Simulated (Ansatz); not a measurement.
Planning a run of Ansatz 0.2.0 on LaP (rocksalt (001) film, 5 layers). The input:

```yaml
crystal:
  lattice:
    - [4.2603183566, 0.0, 0.0]
    - [0.0, 4.2603183566, 0.0]
    - [0.0, 0.0, 46.9]
  atoms:
    - { symbol: La, position: [0.0, 0.0, 0.3744214482] }
    - { symbol: P, position: [0.5, 0.5, 0.3739038865] }
    - { symbol: La, position: [0.5, 0.5, 0.436491061] }
    - { symbol: P, position: [0.0, 0.0, 0.4361111241] }
    - { symbol: La, position: [0.0, 0.0, 0.5] }
    - { symbol: P, position: [0.5, 0.5, 0.5] }
    - { symbol: La, position: [0.5, 0.5, 0.563508939] }
    - { symbol: P, position: [0.0, 0.0, 0.5638888759] }
    - { symbol: La, position: [0.0, 0.0, 0.6255785518] }
    - { symbol: P, position: [0.5, 0.5, 0.6260961135] }
  periodic: [true, true, false]
kpoints:
  mp_grid: { grid: [2, 2, 1] }
hamiltonian:
  xc: hse06
scf:
  occupations: { method: fermi_dirac, width: 0.03 }
  n_extra_bands: 7
output:
  eigenvalues: true
```

```sh
ansatz run input.yaml --threads 8 --pin off --max-ram 17510MiB --backend cpu --events-out ev --progress --plain --runs-dir out
```

How long will it take on 8 threads of Arm Neoverse V1, shared host, and how much memory?

It took 61 s; on shared hardware allow 30 s to 2 min. Peak host memory was 1.9 GiB. The sizes that set the cost: 16533 plane waves a state, 3 irreducible k points and 38 SCF cycles.

Exact exchange couples every pair of k points and filled bands, so it costs far more than a semilocal run.

[Paths, hosts, dates, memory and timing lines, banners, echoed tables and standing remarks are left out of the program output.]

[Logs are printed without paths, hosts, clocks, repeated set-up lines and the standing remarks that a program may print on its own settings, such as how far it seeks lower states.]

[Runs of the session that timed out or met a known fault of the program may be left out.]

[Cells called generated may have been cut or substituted from an entry of the Crystallography Open Database or the Materials Project.]

[Hosts, paths, dates, database ids (printed as entryN), source tags and the programs' standing remarks are cut or masked in the printed files.]
